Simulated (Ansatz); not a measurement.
# Work function of Ca(100): what the settings cost and change, part 2 of 2

How thick a slab and how much vacuum does the work function of Ca(100) need?

Ansatz 0.2.0; plane-wave DFT, PBE, Ansatz PAW.

So far, work function, upper face (eV): step 2 (slab, setting 1 layer) 2.72; step 4 (slab, 3 atoms) 2.76; step 5 (slab, 4 atoms) 2.78; step 6 (run, 5 atoms) 2.79; step 7 (run, 6 atoms) 2.78.

## 8. Slab, 8 atoms

System of this step: Ca(100). The cell holds 8 atoms: 8 Ca. Its edges and angles: a = 3.946 Å, b = 3.946 Å, c = 37.530 Å, α = 90.0°, β = 90.0°, γ = 90.0°. Vacuum lies along c.

input.yaml reads:

```yaml
crystal:
  lattice:
    - [3.945655839, 0.0, 0.0]
    - [0.0, 3.945655839, 0.0]
    - [0.0, 0.0, 37.53]
  atoms:
    - { symbol: Ca, position: [0.5, 0.5, 0.2398081535] }
    - { symbol: Ca, position: [0.0, 0.0, 0.3141486811] }
    - { symbol: Ca, position: [0.5, 0.5, 0.3884892086] }
    - { symbol: Ca, position: [0.0, 0.0, 0.4628297362] }
    - { symbol: Ca, position: [0.5, 0.5, 0.5371702638] }
    - { symbol: Ca, position: [0.0, 0.0, 0.6115107914] }
    - { symbol: Ca, position: [0.5, 0.5, 0.6858513189] }
    - { symbol: Ca, position: [0.0, 0.0, 0.7601918465] }
kpoints:
  mp_grid: { grid: [10, 10, 1] }
hamiltonian:
  xc: pbe
scf:
  occupations: { method: fermi_dirac, width: 0.1 }
  convergence: { dr2_threshold: 1.0e-09 }
efield:
  axis: 3
  dipole_correction: true
  ramp_position: 0.97
  ramp_width: 0.06
output:
  write_potential: true
  write_density: true
  volumetric_format: npy
```

On the command line:

```sh
> ansatz run input.yaml --threads 2 --pin off --max-ram 3072MiB --backend cpu --events-out ev --progress --plain --runs-dir out
```

Numbers of over 12 decimals in the logs are rounded to 6 here.

What it wrote:

```text
[...]
Crystal: 8 atoms, lattice volume = 584.275 Å³
Basis set: ecut = 420 eV, 11477 PW (Γ)
Bands: 48, of which v1, the nominal top of the filled ones, is band 40 counted from 1 (39 counted from 0)
Symmetry: 8 space group operations
k-points: 21 of 100
[...]
k-point 0: bands = [... 36 lower, -0.6089, 0.0044, 0.6096, 1.1136, 2.2325, 2.2578, 2.3812, 2.4446, ... 12 higher]
  k-point 1: bands = [... 36 lower, -0.5103, 0.0991, 0.7009, 1.2031, 2.2705, 2.2951, 2.3837, 2.4388, ... 12 higher]
  k-point 2: bands = [... 36 lower, -0.2257, 0.3697, 0.9600, 1.4548, 2.2273, 2.2870, 2.3880, 2.4431, ... 12 higher]
  k-point 20: bands = [... 36 lower, 1.7595, 1.7595, 1.9378, 1.9378, 2.3309, 2.3309, 2.3312, 2.3312, ... 12 higher]
[key lines of the parts left out:]
SCF converged after 10 iterations
Free energy (F): -14534.140155 eV
Fermi energy:    1.774656 eV
Dipole field:    D = 0.000003 V/Å  (p = 0.000009 e·Å, saw-weighted, corrected)
Work function:   Φ+ = 2.7788 eV   Φ− = 2.7790 eV
```

It took 3 min on 2 threads of Arm Neoverse N1, shared host; peak memory 1.1 GiB.

The work function is 2.779 eV, -0.006 eV from the run “6 layers”, at 1.7 times its CPU time.

## 9. Slab, 10 atoms

System of this step: Ca(100). The cell holds 10 atoms: 10 Ca. Cell: a = 3.946 Å, b = 3.946 Å, c = 43.110 Å, α = 90.0°, β = 90.0°, γ = 90.0°. Vacuum lies along c.

input.yaml, the sections that differ from step 8:

```yaml
crystal:
  lattice:
    - [3.945655839, 0.0, 0.0]
    - [0.0, 3.945655839, 0.0]
    - [0.0, 0.0, 43.11]
  atoms:
    - { symbol: Ca, position: [0.5, 0.5, 0.2087682672] }
    - { symbol: Ca, position: [0.0, 0.0, 0.2734864301] }
    - { symbol: Ca, position: [0.5, 0.5, 0.3382045929] }
    - { symbol: Ca, position: [0.0, 0.0, 0.4029227557] }
    - { symbol: Ca, position: [0.5, 0.5, 0.4676409186] }
    - { symbol: Ca, position: [0.0, 0.0, 0.5323590814] }
    - { symbol: Ca, position: [0.5, 0.5, 0.5970772443] }
    - { symbol: Ca, position: [0.0, 0.0, 0.6617954071] }
    - { symbol: Ca, position: [0.5, 0.5, 0.7265135699] }
    - { symbol: Ca, position: [0.0, 0.0, 0.7912317328] }
# kpoints, hamiltonian, scf, efield, output: as in step 8
```

What it wrote:

```text
[...]
Crystal: 10 atoms, lattice volume = 671.145 Å³
Basis set: ecut = 420 eV, 13209 PW (Γ)
Bands: 60, of which v1, the nominal top of the filled ones, is band 50 counted from 1 (49 counted from 0)
Symmetry: 8 space group operations
k-points: 21 of 100
[...]
k-point 0: bands = [... 46 lower, 0.2181, 0.7249, 1.1958, 1.5701, 2.6249, 2.6351, 2.7616, 2.8054, ... 16 higher]
  k-point 1: bands = [... 46 lower, 0.3131, 0.8169, 1.2856, 1.6596, 2.6630, 2.6726, 2.7626, 2.8006, ... 16 higher]
  k-point 2: bands = [... 46 lower, 0.5851, 1.0783, 1.5395, 1.9097, 2.6149, 2.6460, 2.7492, 2.7847, ... 16 higher]
  k-point 20: bands = [... 46 lower, 2.2043, 2.2044, 2.3361, 2.3361, 2.7149, 2.7149, 2.7149, 2.7149, ... 16 higher]
[key lines of the parts left out:]
SCF converged after 10 iterations
Free energy (F): -18167.899313 eV
Fermi energy:    2.157371 eV
Dipole field:    D = 0.000004 V/Å  (p = 0.000013 e·Å, saw-weighted, corrected)
Work function:   Φ+ = 2.7827 eV   Φ− = 2.7829 eV
```

It took 3.5 min on 2 threads; peak memory 1.5 GiB; 5.5 min of CPU time.

The work function is 2.783 eV, +0.004 eV from the run “8 layers”, at 1.5 times its CPU time.

## 10. Slab, 13 atoms

System of this step: Ca(100). The cell holds 13 atoms: 13 Ca. Cell: a = 3.946 Å, b = 3.946 Å, c = 51.480 Å, α = 90.0°, β = 90.0°, γ = 90.0°. Vacuum lies along c.

input.yaml, the sections that differ from step 9:

```yaml
crystal:
  lattice:
    - [3.945655839, 0.0, 0.0]
    - [0.0, 3.945655839, 0.0]
    - [0.0, 0.0, 51.48]
  atoms:
    - { symbol: Ca, position: [0.0, 0.0, 0.1748251748] }
    - { symbol: Ca, position: [0.5, 0.5, 0.229020979] }
    - { symbol: Ca, position: [0.0, 0.0, 0.2832167832] }
    - { symbol: Ca, position: [0.5, 0.5, 0.3374125874] }
    - { symbol: Ca, position: [0.0, 0.0, 0.3916083916] }
    - { symbol: Ca, position: [0.5, 0.5, 0.4458041958] }
    - { symbol: Ca, position: [0.0, 0.0, 0.5] }
    - { symbol: Ca, position: [0.5, 0.5, 0.5541958042] }
    - { symbol: Ca, position: [0.0, 0.0, 0.6083916084] }
    - { symbol: Ca, position: [0.5, 0.5, 0.6625874126] }
    - { symbol: Ca, position: [0.0, 0.0, 0.7167832168] }
    - { symbol: Ca, position: [0.5, 0.5, 0.770979021] }
    - { symbol: Ca, position: [0.0, 0.0, 0.8251748252] }
# kpoints, hamiltonian, scf, efield, output: as in step 9
```

What it wrote:

```text
[...]
Crystal: 13 atoms, lattice volume = 801.451 Å³
Basis set: ecut = 420 eV, 15805 PW (Γ)
Bands: 78, of which v1, the nominal top of the filled ones, is band 65 counted from 1 (64 counted from 0)
Symmetry: 8 space group operations
k-points: 21 of 100
[...]
k-point 0: bands = [... 61 lower, 1.0741, 1.4565, 1.7957, 2.0510, 3.0499, 3.0520, 3.1796, 3.2078, ... 22 higher]
  k-point 1: bands = [... 61 lower, 1.1657, 1.5463, 1.8846, 2.1407, 3.0879, 3.0897, 3.1791, 3.2043, ... 22 higher]
  k-point 2: bands = [... 61 lower, 1.4260, 1.8002, 2.1351, 2.3898, 3.0430, 3.0502, 3.1126, 3.1926, ... 22 higher]
  k-point 20: bands = [... 61 lower, 2.6280, 2.7206, 2.7460, 2.7807, 3.1361, 3.1361, 3.1361, 3.1361, ... 22 higher]
[key lines of the parts left out:]
SCF converged after 9 iterations
Free energy (F): -23618.538356 eV
Fermi energy:    2.578695 eV
Dipole field:    D = -0.000000 V/Å  (p = -0.000001 e·Å, saw-weighted, corrected)
Work function:   Φ+ = 2.7824 eV   Φ− = 2.7824 eV
```

The job ended after 5.7 min (2 threads; peak memory 2.1 GiB).

The work function is 2.782 eV, -0.000 eV from the run “10 layers”, at 1.8 times its CPU time.

## 11. Run, 7 atoms

System of this step: Ca(100). The cell holds 7 atoms: 7 Ca. Cell: a = 3.946 Å, b = 3.946 Å, c = 26.740 Å, α = 90.0°, β = 90.0°, γ = 90.0°. Vacuum lies along c.

input.yaml, the sections that differ from step 10:

```yaml
crystal:
  lattice:
    - [3.945655839, 0.0, 0.0]
    - [0.0, 3.945655839, 0.0]
    - [0.0, 0.0, 26.74]
  atoms:
    - { symbol: Ca, position: [0.0, 0.0, 0.1869857891] }
    - { symbol: Ca, position: [0.5, 0.5, 0.2913238594] }
    - { symbol: Ca, position: [0.0, 0.0, 0.3956619297] }
    - { symbol: Ca, position: [0.5, 0.5, 0.5] }
    - { symbol: Ca, position: [0.0, 0.0, 0.6043380703] }
    - { symbol: Ca, position: [0.5, 0.5, 0.7086761406] }
    - { symbol: Ca, position: [0.0, 0.0, 0.8130142109] }
# kpoints, hamiltonian, scf, efield, output: as in step 10
```

What it wrote:

```text
[...]
Crystal: 7 atoms, lattice volume = 416.294 Å³
Basis set: ecut = 420 eV, 8193 PW (Γ)
Bands: 42, of which v1, the nominal top of the filled ones, is band 35 counted from 1 (34 counted from 0)
Symmetry: 8 space group operations
k-points: 21 of 100
[...]
k-point 0: bands = [... 31 lower, 0.1536, 0.8191, 1.5171, 2.1046, 3.2522, 3.3408, 3.4333, 3.5126, ... 10 higher]
  k-point 1: bands = [... 31 lower, 0.2546, 0.9157, 1.6097, 2.1942, 3.2985, 3.3711, 3.4338, 3.5066, ... 10 higher]
  k-point 2: bands = [... 31 lower, 0.5471, 1.1931, 1.8732, 2.4471, 3.2689, 3.3663, 3.4586, 3.5028, ... 10 higher]
  k-point 20: bands = [... 31 lower, 2.6579, 2.8661, 2.9020, 3.0122, 3.3802, 3.3802, 3.3808, 3.3808, ... 10 higher]
[key lines of the parts left out:]
SCF converged after 10 iterations
Free energy (F): -12717.259824 eV
Fermi energy:    2.824058 eV
Dipole field:    D = -0.000000 V/Å  (p = -0.000000 e·Å, saw-weighted, corrected)
Work function:   Φ+ = 2.7488 eV (in doubt: plateau slope 1.7e-1 eV/Å)   Φ− = 2.7598 eV (in doubt: plateau slope 1.3e-1 eV/Å)
```

Wall time 71 s (2 threads); peak memory 0.78 GiB.

The work function is 2.749 eV. The program marks this work function as in doubt.

## 12. Run, 7 atoms (run 2)

The cell differs from the one that the last finished run ended in (c 26.740 → 30.740 Å).

input.yaml, the sections that differ from step 11:

```yaml
crystal:
  lattice:
    - [3.945655839, 0.0, 0.0]
    - [0.0, 3.945655839, 0.0]
    - [0.0, 0.0, 30.74]
  atoms:
    - { symbol: Ca, position: [0.0, 0.0, 0.2277163305] }
    - { symbol: Ca, position: [0.5, 0.5, 0.3184775537] }
    - { symbol: Ca, position: [0.0, 0.0, 0.4092387768] }
    - { symbol: Ca, position: [0.5, 0.5, 0.5] }
    - { symbol: Ca, position: [0.0, 0.0, 0.5907612232] }
    - { symbol: Ca, position: [0.5, 0.5, 0.6815224463] }
    - { symbol: Ca, position: [0.0, 0.0, 0.7722836695] }
# kpoints, hamiltonian, scf, efield, output: as in step 11
```

What it wrote:

```text
[...]
Crystal: 7 atoms, lattice volume = 478.566 Å³
Basis set: ecut = 420 eV, 9423 PW (Γ)
Bands: 42, of which v1, the nominal top of the filled ones, is band 35 counted from 1 (34 counted from 0)
Symmetry: 8 space group operations
k-points: 21 of 100
[...]
k-point 0: bands = [... 31 lower, -0.5745, 0.0931, 0.7864, 1.3810, 2.5521, 2.5834, 2.7063, 2.7855, ... 10 higher]
  k-point 1: bands = [... 31 lower, -0.4735, 0.1898, 0.8790, 1.4709, 2.5893, 2.6214, 2.7096, 2.7793, ... 10 higher]
  k-point 2: bands = [... 31 lower, -0.1809, 0.4672, 1.1423, 1.7241, 2.5494, 2.6293, 2.7052, 2.8058, ... 10 higher]
  k-point 20: bands = [... 31 lower, 1.9307, 2.1389, 2.1749, 2.2849, 2.6530, 2.6530, 2.6536, 2.6536, ... 10 higher]
[key lines of the parts left out:]
SCF converged after 10 iterations
Free energy (F): -12717.258938 eV
Fermi energy:    2.097102 eV
Dipole field:    D = 0.000000 V/Å  (p = 0.000001 e·Å, saw-weighted, corrected)
Work function:   Φ+ = 2.7790 eV   Φ− = 2.7793 eV
```

The job ended after 83 s (2 threads; peak memory 0.86 GiB).

The work function is 2.779 eV, +0.030 eV from the run “7 layers, 10 Å of vacuum”, at 1.2 times its CPU time.

## 13. Slab, 7 atoms

The cell differs from the one that the last finished run ended in (c 30.740 → 42.740 Å).

input.yaml, the sections that differ from step 12:

```yaml
crystal:
  lattice:
    - [3.945655839, 0.0, 0.0]
    - [0.0, 3.945655839, 0.0]
    - [0.0, 0.0, 42.74]
  atoms:
    - { symbol: Ca, position: [0.0, 0.0, 0.3041647169] }
    - { symbol: Ca, position: [0.5, 0.5, 0.3694431446] }
    - { symbol: Ca, position: [0.0, 0.0, 0.4347215723] }
    - { symbol: Ca, position: [0.5, 0.5, 0.5] }
    - { symbol: Ca, position: [0.0, 0.0, 0.5652784277] }
    - { symbol: Ca, position: [0.5, 0.5, 0.6305568554] }
    - { symbol: Ca, position: [0.0, 0.0, 0.6958352831] }
# kpoints, hamiltonian, scf, efield, output: as in step 12
```

What it wrote:

```text
[...]
Crystal: 7 atoms, lattice volume = 665.385 Å³
Basis set: ecut = 420 eV, 13103 PW (Γ)
Bands: 42, of which v1, the nominal top of the filled ones, is band 35 counted from 1 (34 counted from 0)
Symmetry: 8 space group operations
k-points: 21 of 100
[...]
k-point 1: bands = [... 31 lower, -1.8426, -1.1792, -0.4901, 0.1019, 1.2169, 1.2558, 1.3410, 1.4103, ... 10 higher]
  k-point 2: bands = [... 31 lower, -1.5500, -0.9018, -0.2268, 0.3552, 1.1807, 1.2596, 1.3349, 1.4387, ... 10 higher]
  k-point 20: bands = [... 31 lower, 0.5617, 0.7699, 0.8059, 0.9159, 1.2840, 1.2840, 1.2846, 1.2846, ... 10 higher]
[key lines of the parts left out:]
SCF converged after 10 iterations
Free energy (F): -12717.258919 eV
Fermi energy:    0.728089 eV
Dipole field:    D = -0.000000 V/Å  (p = -0.000001 e·Å, saw-weighted, corrected)
Work function:   Φ+ = 2.7794 eV   Φ− = 2.7794 eV
```

Elapsed: 2 min, on 2 threads; peak memory 1.1 GiB; 3.6 min of CPU time.

The work function is 2.779 eV, +0.000 eV from the run “7 layers, 14 Å of vacuum”, at 1.5 times its CPU time.

## 14. Side by side

Times are for 2 threads of Arm Neoverse N1, shared host. The runs compared:

```
no.                   setting  work function, upper face (eV)     time  memory (GiB)
  1                   1 layer                           2.716     13 s          0.43
  2                  2 layers                           2.721     23 s          0.44
  3                  3 layers                           2.762     44 s          0.53
  4                  4 layers                           2.777     57 s           0.6
  5                  5 layers                           2.785     84 s          0.71
  6                  6 layers                           2.785    2 min          0.82
  7                  8 layers                           2.779    3 min           1.1
  8                 10 layers                           2.783  3.5 min           1.5
  9                 13 layers                           2.782  5.7 min           2.1
 10  7 layers, 10 Å of vacuum                           2.749     71 s          0.78
 11  7 layers, 14 Å of vacuum                           2.779     83 s          0.86
 12  7 layers, 26 Å of vacuum                           2.779    2 min           1.1
```

## 15. A changed input

System of this step: Ca(100) monolayer. The cell holds 1 atom: 1 Ca. Its edges and angles: a = 3.946 Å, b = 3.946 Å, c = 18.000 Å, α = 90.0°, β = 90.0°, γ = 90.0°. Vacuum lies along c.

An input spoilt on purpose, to show how the run answers: it repeats the earlier run “1 layer” with efield.ramp_width from 0.06 to 0.9, and scf.max_iter set to 75; its output block differs too.

input.yaml, the sections that differ from step 13:

```yaml
crystal:
  lattice:
    - [3.945655839, 0.0, 0.0]
    - [0.0, 3.945655839, 0.0]
    - [0.0, 0.0, 18.0]
  atoms:
    - { symbol: Ca, position: [0.5, 0.5, 0.5] }
scf:
  occupations: { method: fermi_dirac, width: 0.1 }
  convergence: { dr2_threshold: 1.0e-09 }
  max_iter: 75
efield:
  axis: 3
  dipole_correction: true
  ramp_position: 0.97
  ramp_width: 0.9
# kpoints, hamiltonian, output: as in step 13
```

What it wrote:

```text
Engine: ansatz 0.2.0, aarch64-unknown-linux-gnu
Pseudopotentials: kind: paw
Pseudopotential: Ca, paw, valence charge 10, recommended cutoff 420 eV (normal), Ca.paw.azcp
Functional definition: PBE
  parameter kappa = 0.804
  parameter beta = 0.066725
  exchange = pbe_x(kappa = kappa, mu = beta*pi^2/3)
  correlation = pbe_c(beta = beta)
Crystal: 1 atoms, lattice volume = 280.228 Å³
Basis set: ecut = 420 eV, 5549 PW (Γ)
Bands: 9, of which v1, the nominal top of the filled ones, is band 5 counted from 1 (4 counted from 0)
Symmetry: 8 space group operations
k-points: 21 of 100
Non-local potential: Ca, projectors of the file, l = 0: 3, l = 1: 2, l = 2: 2
PAW form: soft (Blöchl's): semilocal exchange-correlation on the pseudo side does not see the compensation charge
PAW one-centre angular grid: Ca, 110 points (default); XC on 64 Gauss nodes
Initial density: superposition of atomic densities (neutral atoms: chi_scale 0, normalization atom), corrected by the library's trained network
Initial wavefunctions: pseudopotential atomic-orbital guess
Functional: x = pbe(κ = 0.804, μ = 0.219515), c = pbe(β = 0.066725)
Error: efield: ion 0 (Ca) at fractional coordinate 0.5000 along the field axis lies inside the sawtooth ramp with 2 of the planes that the density is read on at each end, [0.9540, 0.8860] — the ramp must sit in vacuum (an ion there feels the fictitious reversed slope); set or move the ramp (efield.ramp_position / ramp_width) or move the geometry
```

Elapsed: 0.33 s, on 2 threads; peak memory 0.23 GiB.

The input was rejected at the start.

The program's message: “Error: efield: ion 0 (Ca) at fractional coordinate 0.5000 along the field axis lies inside the sawtooth ramp with 2 of the planes that the density is read on at each end, [0.9540, 0.8860] — the ramp m …”

The fault put into the input: a ramp so wide that it reaches the atoms.

## 16. Results

```yaml
work_function_1_layer: 2.716 eV
work_function_5_layers: 2.785 eV
work_function_6_layers: 2.785 eV
work_function_13_layers: 2.782 eV
```

The thickest slab gives 2.78 eV, and the settings tried spread the value from 2.72 to 2.79 eV. At 18 Å of vacuum, the slabs from 3 layers on stay within 0.03 eV of the thickest. Going from 10 to 26 Å of vacuum moves it by 0.031 eV. The program marks the value as in doubt in “7 layers, 10 Å of vacuum”. The ladder's slabs use the tabulated experimental lattice constant (two decimals; a low-temperature value for the alkali metals). In 2 runs of the series (7 layers, 10 Å of vacuum and 7 layers, 14 Å of vacuum) the program warns that electrons reach the sawtooth's ramp, which makes dipole and work function less sure.

[Logs are printed without paths, hosts, clocks, repeated set-up lines and the standing remarks that a program may print on its own settings, such as how far it seeks lower states.]

[Hosts, paths, dates, database ids (printed as entryN), source tags and the programs' standing remarks are cut or masked in the printed files.]

[Maps of the electrostatic potential energy from Ansatz leave out the sawtooth potential of an applied field or a dipole correction, so their vacuum need not be flat; planar profiles and work functions include it.]
